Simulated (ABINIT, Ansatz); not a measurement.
# Hf (Hafnium): phonons by linear response, part 4 of 4

Aim: the phonon dispersion of Hf (Hafnium), checked by a second program.

ABINIT 10.8.3; DFT PBEsol, scalar-relativistic, plane waves, PseudoDojo norm-conserving pseudopotentials.

So far, highest frequency (cm⁻¹): step 7 (dispersion) 155.

## Step 9: The same in Ansatz

A second program on the same cell, potentials, cutoff and meshes tests the implementation of the phonon response, not its convergence.

This step: DFT PBEsol, scalar-relativistic, plane waves, PseudoDojo norm-conserving pseudopotentials (Ansatz 0.2.0).

input.yaml reads:

```yaml
crystal:
  lattice:
    - [3.1625548323, 0.0, 0.0]
    - [-1.5812774161, 2.7388528256, 0.0]
    - [0.0, 0.0, 5.0101315206]
  atoms:
    - { symbol: Hf, position: [0.3333333333, 0.6666666667, 0.25] }
    - { symbol: Hf, position: [0.6666666667, 0.3333333333, 0.75] }
kpoints:
  mp_grid: { grid: [12, 12, 6] }
hamiltonian:
  xc: pbesol
  pseudopotentials: { kind: nc, accuracy: standard }
scf:
  occupations: { method: gaussian, width: 0.27211 }
output:
  eigenvalues: true
basis:
  ecutwfc: 680.285
phonons:
  method: dfpt
  qmesh: [3, 3, 2]
  temperatures: { t_max: 1000, t_step: 50 }
  qpath:
    path:
      - [[0.0, 0.0, 0.0], [0.5, 0.0, 0.0], [0.33333333, 0.33333333, 0.0], [0.0, 0.0, 0.0], [0.0, 0.0, 0.5], [0.5, 0.0, 0.5], [0.33333333, 0.33333333, 0.5], [0.0, 0.0, 0.5]]
      - [[0.5, 0.0, 0.5], [0.5, 0.0, 0.0]]
      - [[0.33333333, 0.33333333, 0.5], [0.33333333, 0.33333333, 0.0]]
    npoints: 10
  electrical_resistivity: { temperatures: [77, 300], mesh: [24, 24, 12] }
```

On the command line:

```
> ansatz run input.yaml --threads 8 --pin off --max-ram 16384MiB --backend cpu --events-out ev --progress --plain --runs-dir out
```

Numbers of over 12 decimals in the logs are rounded to 6 here.

What it wrote:

```text
Warning: basis.ecutwfc = 680.285 eV is below the records' recommended 789.130201 eV, and the density's cutoff is lower with it unless basis.ecutrho_ratio is high enough to keep the records' density cutoff: compare with a run at a higher cutoff
Engine: ansatz 0.2.0, aarch64-unknown-linux-gnu
Pseudopotentials: kind: nc
Pseudopotential: Hf, nc, valence charge 12, recommended cutoff 789.130201 eV (normal), Hf.nc.azcp (PseudoDojo's, or run here from an input of PseudoDojo's; its table is named by hamiltonian.pseudopotentials.accuracy)
Functional definition: PBEsol
  exchange = pbesol_x
  correlation = pbesol_c
Crystal: 2 atoms, lattice volume = 43.397 Å³
Basis set: ecut = 680.285 eV, 1785 PW (Γ), exchange–correlation on 54×54×96 points (8 copies of the dense FFT grid, shifted against one another)
Bands: 16, of which v1, the nominal top of the filled ones, is band 12 counted from 1 (11 counted from 0)
Symmetry: 24 space group operations
k-points: 76 of 864
Non-local potential: Hf, projectors of the file, l = 0: 2, l = 1: 2, l = 2: 2, l = 3: 2
Initial density: superposition of atomic densities (chi_scale 0.1, normalization cell)
Initial wavefunctions: pseudopotential atomic-orbital guess
Functional: x = pbesol(κ = 0.804, μ = 0.123457), c = pbesol(β = 0.046)
SCF iter   1: F=—  HF=-3068.646584 eV  |F-HF|=—  |Δ(HF+E_count)|=         —  Δρ=3.23e-2  dr2=5.38e-1  ethr=3.10e-3  ⟨swp⟩=6.2  Hψ=14364  notcnv=0
automatic band count: the SCF goes on with 20 bands, as 16 were too few: they end inside the smearing window of the response
preconditioner: auto → none  [metal: Δε(μ)=0.010 eV  Ē_g=6.208 eV  σ=0.272 eV  W_gap=0.02  n_scr=8 (ndim 8)  ℏωp=15.9 eV  f_vac=0.000  D(μ)=1.54/eV (n_scr^D=10)  sad-step TF]
SCF iter   2: F=—  HF=-3068.527920 eV  |F-HF|=—  |Δ(HF+E_count)|=   1.19e-1  Δρ=2.07e-2  dr2=2.17e-1  ethr=2.24e-3  ⟨swp⟩=1.4  Hψ=2192  notcnv=0
SCF iter   3: F=—  HF=-3068.452218 eV  |F-HF|=—  |Δ(HF+E_count)|=   7.57e-2  Δρ=8.82e-4  dr2=1.33e-4  ethr=9.04e-4  ⟨swp⟩=3.0  Hψ=2575  notcnv=0
SCF iter   4: F=—  HF=-3068.452146 eV  |F-HF|=—  |Δ(HF+E_count)|=   7.22e-5  Δρ=2.34e-4  dr2=7.37e-6  ethr=5.55e-7  ⟨swp⟩=3.0  Hψ=2653  notcnv=0
SCF iter   5: F=—  HF=-3068.452148 eV  |F-HF|=—  |Δ(HF+E_count)|=   1.93e-6  Δρ=1.79e-5  dr2=5.81e-8  ethr=3.07e-8  ⟨swp⟩=2.9  Hψ=2417  notcnv=0
SCF iter   6: F=—  HF=-3068.452147 eV  |F-HF|=—  |Δ(HF+E_count)|=   5.74e-7  Δρ=2.12e-6  dr2=1.36e-9  ethr=2.42e-10  ⟨swp⟩=3.2  Hψ=2776  notcnv=0  defer=92
SCF iter   7: F=—  HF=-3068.452147 eV  |F-HF|=—  |Δ(HF+E_count)|=  5.78e-10  Δρ=4.25e-7  dr2=2.46e-11  ethr=5.67e-12  ⟨swp⟩=3.0  Hψ=2541  notcnv=0  defer=97
SCF iter   8: F=-3068.452147 eV  HF=-3068.452147 eV  |F-HF|=0.00e0  |Δ(HF+E_count)|=   1.07e-9  Δρ=3.95e-8  dr2=2.34e-13  ethr=1.00e-12  ⟨swp⟩=14.8  Hψ=10519  notcnv=0
SCF 1 converged in 8 iterations: F = -3068.452147 eV  dr2 = 2.34e-13
NSCF: frozen V_eff on 76 k-points
NSCF: frozen V_eff on 172 k-points
DFPT response loops at q = (0, 0, 0) (fractional): preconditioner auto → Kerker (q_TF=auto, 2.472 Å⁻¹) (partly filled bands, converged f_vac=0.000); β = 1.00, the filter's whole step (`scf.mixing.beta` (0.50) is not read by the response loops under this deck's `scf.mixing.preconditioner`; to damp them name `kerker` or `kerker_dos`, under which they read `scf.mixing.beta`, and type it under 1.00, their step now; both keys bind the ground state too); Broyden in place of MSR1
NSCF: frozen V_eff on 344 k-points
DFPT response loops at q = (0, 0, -0.5) (fractional): mixed as the last ones told, above
NSCF: frozen V_eff on 624 k-points
DFPT response loops at q = (0, 0.333333, 0) (fractional): mixed as the last ones told, above
NSCF: frozen V_eff on 624 k-points
DFPT response loops at q = (0, 0.333333, -0.5) (fractional): mixed as the last ones told, above
NSCF: frozen V_eff on 624 k-points
DFPT response loops at q = (0.333333, 0.333333, 0) (fractional): mixed as the last ones told, above
NSCF: frozen V_eff on 624 k-points
DFPT response loops at q = (0.333333, 0.333333, -0.5) (fractional): mixed as the last ones told, above
Bands: 20, of which v1, the nominal top of the filled ones, is band 12 counted from 1 (11 counted from 0)
SCF iter   1: F=—  HF=-3068.646584 eV  |F-HF|=—  |Δ(HF+E_count)|=         —  Δρ=3.23e-2  dr2=5.38e-1  ethr=3.10e-3  ⟨swp⟩=6.2  Hψ=7997  notcnv=0
SCF iter   2: F=—  HF=-3068.527920 eV  |F-HF|=—  |Δ(HF+E_count)|=   1.19e-1  Δρ=2.07e-2  dr2=2.17e-1  ethr=2.24e-3  ⟨swp⟩=1.4  Hψ=2192  notcnv=0
SCF iter   3: F=—  HF=-3068.452218 eV  |F-HF|=—  |Δ(HF+E_count)|=   7.57e-2  Δρ=8.82e-4  dr2=1.33e-4  ethr=9.04e-4  ⟨swp⟩=3.0  Hψ=2575  notcnv=0
SCF iter   4: F=—  HF=-3068.452146 eV  |F-HF|=—  |Δ(HF+E_count)|=   7.22e-5  Δρ=2.34e-4  dr2=7.37e-6  ethr=5.55e-7  ⟨swp⟩=3.0  Hψ=2653  notcnv=0
SCF iter   5: F=—  HF=-3068.452148 eV  |F-HF|=—  |Δ(HF+E_count)|=   1.93e-6  Δρ=1.79e-5  dr2=5.81e-8  ethr=3.07e-8  ⟨swp⟩=2.9  Hψ=2417  notcnv=0
SCF iter   6: F=—  HF=-3068.452147 eV  |F-HF|=—  |Δ(HF+E_count)|=   5.74e-7  Δρ=2.12e-6  dr2=1.36e-9  ethr=2.42e-10  ⟨swp⟩=3.2  Hψ=2776  notcnv=0  defer=92
SCF iter   7: F=—  HF=-3068.452147 eV  |F-HF|=—  |Δ(HF+E_count)|=  5.78e-10  Δρ=4.25e-7  dr2=2.46e-11  ethr=5.67e-12  ⟨swp⟩=3.0  Hψ=2541  notcnv=0  defer=97
SCF iter   8: F=-3068.452147 eV  HF=-3068.452147 eV  |F-HF|=4.55e-13  |Δ(HF+E_count)|=   1.21e-9  Δρ=4.02e-8  dr2=2.45e-13  ethr=1.00e-12  ⟨swp⟩=3.4  Hψ=3488  notcnv=0
SCF 2 converged in 8 iterations: F = -3068.452147 eV  dr2 = 2.45e-13
NSCF: frozen V_eff on 76 k-points
NSCF: frozen V_eff on 95 k-points
[...]
SCF converged after 8 iterations
Free energy (F): -3068.452147 eV
Harris-Foulkes:  -3068.452147 eV  (|F-HF|=0.00e0)
Internal energy: -3068.389234 eV  (E = F + TS)
E sigma→0 (E₀):  -3068.420691 eV
Entropy (-TS):   -0.062913 eV (-31.456 meV/atom)
Fermi energy:    14.957317 eV
--- Per-component energies (eV) ---
  E_band       = -270.415394
  E_kinetic    = 789.241994
  E_local      = -1459.911071  (includes V_loc(G=0)·N_el)
  E_nonlocal   = 142.534097
  E_hartree    = 377.036496
  E_xc         = -770.442477
  E_vxc        = -496.353413  (∫ρ·V_xc dr)
  E_ewald      = -2146.848272
  E_smearing   = -0.062913  (= −TS)
  E_closure    = 0.000000  (closes the sum)
  Σ components = -3068.452147   (vs F -3068.452147, Δ=0.00e0)
--- Band table (eV; the first three rows and the last of 76) ---
  k-point 0: bands = [... 8 lower, 7.4818, 11.1548, 15.7355, 16.1507, 16.1507, 16.4295, 17.0028, 17.0028, ... 4 higher]
  k-point 1: bands = [... 8 lower, 7.7452, 11.0265, 15.3790, 16.0212, 16.0212, 16.2038, 16.7939, 16.7939, ... 4 higher]
  k-point 2: bands = [... 8 lower, 8.4809, 10.4890, 14.9584, 15.6563, 15.9167, 15.9167, 16.3767, 16.3767, ... 4 higher]
  k-point 75: bands = [... 8 lower, 13.1442, 13.1442, 13.4751, 13.4751, 14.8197, 14.8197, 17.5385, 17.5385, ... 4 higher]
--- Phonons (Γ-DFPT): 2 representative perturbations + reference (Σ response iterations 8) ---
  ASR residual: 1.793e-5 → 0.000e0 eV/Å²; symmetrization residual: 2.715e-10 eV/Å²
  ASR residual per site (eV/Å²): 1.79e-5 1.79e-5
  Γ frequencies (cm⁻¹): 0.00 0.00 0.00 74.56 74.56 108.52
--- Phonons (arbitrary-q DFPT): 6 irreducible q on the 3×3×2 mesh ---
  q = [0.0000, 0.0000, 0.0000] (star 1, of the zone-centre solve; hermiticity 7.03e-11, symmetrization 3.51e-11): -0.00 0.00 0.00 74.56 74.56 108.52
  q = [0.0000, 0.0000, -0.5000] (star 1, 2 solved perturbations in 248 linear systems a pass and spin channel, the states on 172 of 864 k-point pairs; hermiticity 3.99e-9, symmetrization 1.99e-9): 52.87 52.87 52.87 52.87 107.57 107.57
  q = [0.0000, 0.3333, 0.0000] (star 6, 3 solved perturbations on 312 of 864 k-point pairs; hermiticity 6.97e-9, symmetrization 3.11e-10): 54.09 62.75 112.20 114.28 118.46 130.52
  q = [0.0000, 0.3333, -0.5000] (star 6, 3 solved perturbations on 312 of 864 k-point pairs; hermiticity 6.78e-9, symmetrization 2.59e-10): 89.54 89.54 91.82 91.82 139.55 139.55
  q = [0.3333, 0.3333, 0.0000] (star 2, 2 solved perturbations in 436 linear systems a pass and spin channel, the states on 312 of 864 k-point pairs; hermiticity 3.41e-9, symmetrization 1.70e-9): 100.20 100.20 110.35 110.35 113.75 154.81
  q = [0.3333, 0.3333, -0.5000] (star 2, 2 solved perturbations in 436 linear systems a pass and spin channel, the states on 312 of 864 k-point pairs; hermiticity 3.70e-9, symmetrization 1.69e-9): 55.72 55.72 136.16 136.16 144.39 144.39
  sum rule: each row above includes the acoustic sum rule's correction from the zone centre's row sums; it moved no ω² by more than (0.17 cm⁻¹)²
  mesh force constants: q→R imaginary residual 0.00e0; ASR residual 1.793e-5 → 0.000e0 eV/Å²; symmetrization residual 6.217e-15 eV/Å²
  interpolated dispersion: 93 rows × 6 modes
  density of states and harmonic sums: on the 24×24×12 q-mesh, interpolated from the force constants of a 3×3×2 supercell (no non-analytic term)
  largest difference from the sums on the solved wave vectors: F 4.02e-2 eV, S 5.46e-5 and C_V 1.43e-5 eV/K
  zero-point energy: 0.037639 eV/cell   skipped modes (ω ≤ 0): 3   left out of the sums: 7.23e-5 of the cell's modes: C_V's classical limit lies that fraction below 3 k_B per atom; for a crystal, a wire or a layer, F and S can be off by more, and a phonons.interpolated_qmesh denser along its periods is the remedy for the sampling
--- Electrical resistivity: potentials and phonons of a 3×3×2 supercell ---
  scattering by harmonic phonons alone, with no dipole-dipole term; scattering by other electrons, impurities, surfaces and spin disorder is left out, and so is spin–orbit coupling
  the resistivity is that of a variational response, whose dependence on the energy is improved iteratively
  at the Fermi level of each mesh (of a tensor a third of its trace):
           mesh   spin    states/(eV spin)  plasma energy (eV)         λ      λ_tr    ħω_log (meV)
       24×24×12                     0.6678              4.2003    0.4173    0.4553          10.775
        12×12×6                     0.6989              4.3195    0.4373    0.4749          10.745
          6×6×3                     0.8697              4.4738    0.5500    0.6019          10.968
  resistivity on the deck's mesh, µΩ·cm:
     T (K)       trace/3  mesh converged            xx            yy            zz    lowest order   relaxation time
     77.00      5.9852e0              no      6.1648e0      6.1648e0      5.6260e0        6.2825e0          5.5995e0
    300.00      3.0880e1              no      3.1757e1      3.1757e1      2.9125e1        3.1609e1          2.8910e1
  mean free path at 77 K (of a tensor a third of its trace): 26.1 nm by what each carries, 23.2 by the Fermi surface alone
  Hall coefficient in a weak field at 77 K (a third of the trace): -4.672e-11 m³/C (as a tensor it moves by 20.4 % between the two finest meshes); by each state's relaxation time: -4.884e-11 m³/C; by a constant relaxation time: -1.090e-10 m³/C
  mean free path at 300 K (of a tensor a third of its trace): 4.94 nm by what each carries, 4.51 by the Fermi surface alone
  Hall coefficient in a weak field at 300 K (a third of the trace): -5.907e-11 m³/C (as a tensor it moves by 13.9 % between the two finest meshes); by each state's relaxation time: -5.785e-11 m³/C; by a constant relaxation time: -1.080e-10 m³/C
  the resistivity times a path that all electrons share, by the Fermi surface of the deck's mesh alone (a third of the trace): 1.395e-15 Ω·m²
  not converged in the mesh (λ; λ_tr; the resistivity at 77 K by 3.62 %; the resistivity at 300 K by 3.90 %): between neighbouring meshes, the two finest first, λ moves by 4.79 % and 25.76 %, λ_tr by 4.31 % and 26.76 % and the resistivity by up to 3.90 % and 53.74 %; an estimate, no bound, puts it up to 1.3e-7 % above the Boltzmann equation's exact value after up to 4 iterations (at most 30 are made, fewer where the estimate is under 1.0e-6 % of each spin channel's own resistivity)
  vibrations of 18 cells: unjudged by the run; compare a larger repeat
  the changes of the potential over all sites missed a rigid shift's by 0.00 % (the site terms' by 0.00 %)
  at the force constants' own smearing the fine mesh and the k-points of their solves give squared frequencies that differ by 3.0 % of the larger at the most, at (0.3333, 0.3333, -0.5)
```

Run time: 3.2 min. Hardware: 8 threads of Arm Neoverse V2, shared host; peak memory 2.2 GiB.

This step gave:

```
sum-rule residual before enforcement                               : 1.79e-5 eV/Å²
mean frequency                                                     : 101.2 cm⁻¹
Debye temperature (second moment)                                  : 196 K
logarithmic mean frequency                                         : 96.1 cm⁻¹
lowest mode on the q mesh (acoustic ones at the zone centre apart) : 52.87 cm⁻¹
zero-point energy per atom                                         : 18.82 meV
vibrational entropy at 300 K                                       : 44.54 J/(mol atoms K)
```

## Step 10: Side by side: ABINIT PseudoDojo and Ansatz, PseudoDojo

Worked out from the results:

```yaml
root_mean_square_difference: 0.02 cm⁻¹
largest_difference: 0.06 cm⁻¹
root_mean_square_difference_on_the_path: 0 cm⁻¹
largest_difference_on_the_path: 0.1 cm⁻¹
```

The interpolated bands of the two lie on top of each other.

At the solved wavevectors the largest difference (acoustic modes at Γ apart) is 0.04 % of the highest mode.

## Step 11: Results

| Property | Result |
| --- | --- |
| space group after relaxation | P6_3/mmc |
| volume per atom | 21.7 Å³ |
| highest optical zone-centre mode (no LO-TO term) | 108.5 cm⁻¹ |
| lowest optical zone-centre mode | 74.6 cm⁻¹ |
| q mesh | 3×3×2 |
| lowest mode on the q mesh (acoustic ones at the zone centre apart) | 52.9 cm⁻¹ |
| zero-point energy per atom | 18.8 meV |
| heat capacity at 300 K | 24.4 J/(mol atoms K) |
| vibrational entropy at 300 K | 44.5 J/(mol atoms K) |
| imaginary modes on the q mesh | none |
| largest difference from Ansatz, PseudoDojo | 0.06 cm⁻¹ |

What this shows: Hf (Hafnium) is dynamically stable on the 3×3×2 mesh; its spectrum reaches 155 cm⁻¹. At the PBEsol level the optical modes of Hf (Hafnium) at the zone centre run from 75 to 109 cm⁻¹. Along axes with an odd number of divisions the mesh misses the zone-boundary points at one half, where instabilities often lie; those are only interpolated. The base run prints -0.54 GPa, mostly the error of a finite basis; the relaxation, with a smoothed and higher cutoff, had brought the cell to rest. ABINIT PseudoDojo and Ansatz, PseudoDojo agree to 0.06 cm⁻¹ (0.04 % of the highest mode compared) on all solved modes but the acoustic ones at Γ. These are harmonic frequencies at zero temperature: anharmonic shifts and linewidths and thermal expansion are left out. Spin-orbit coupling is left out, which can matter for the heavy elements here. In a metal the frequencies hang on the k mesh and the smearing, most of all near Kohn anomalies. Ansatz warns that the cutoff lies 14 % under the one recommended for these files; agreement at one cutoff is not convergence. Electron-phonon sums were run after this but are left out, since no second program bore their λ out within 30 %; a λ that a log prints is not taken as a result.

[Host names and launcher messages were left out of these logs when they were recorded.]

[Logs are printed without paths, hosts, clocks, repeated set-up lines and the standing remarks that a program may print on its own settings, such as how far it seeks lower states.]

[Hosts, paths, dates, database ids (printed as entryN), source tags and the programs' standing remarks are cut or masked in the printed files.]
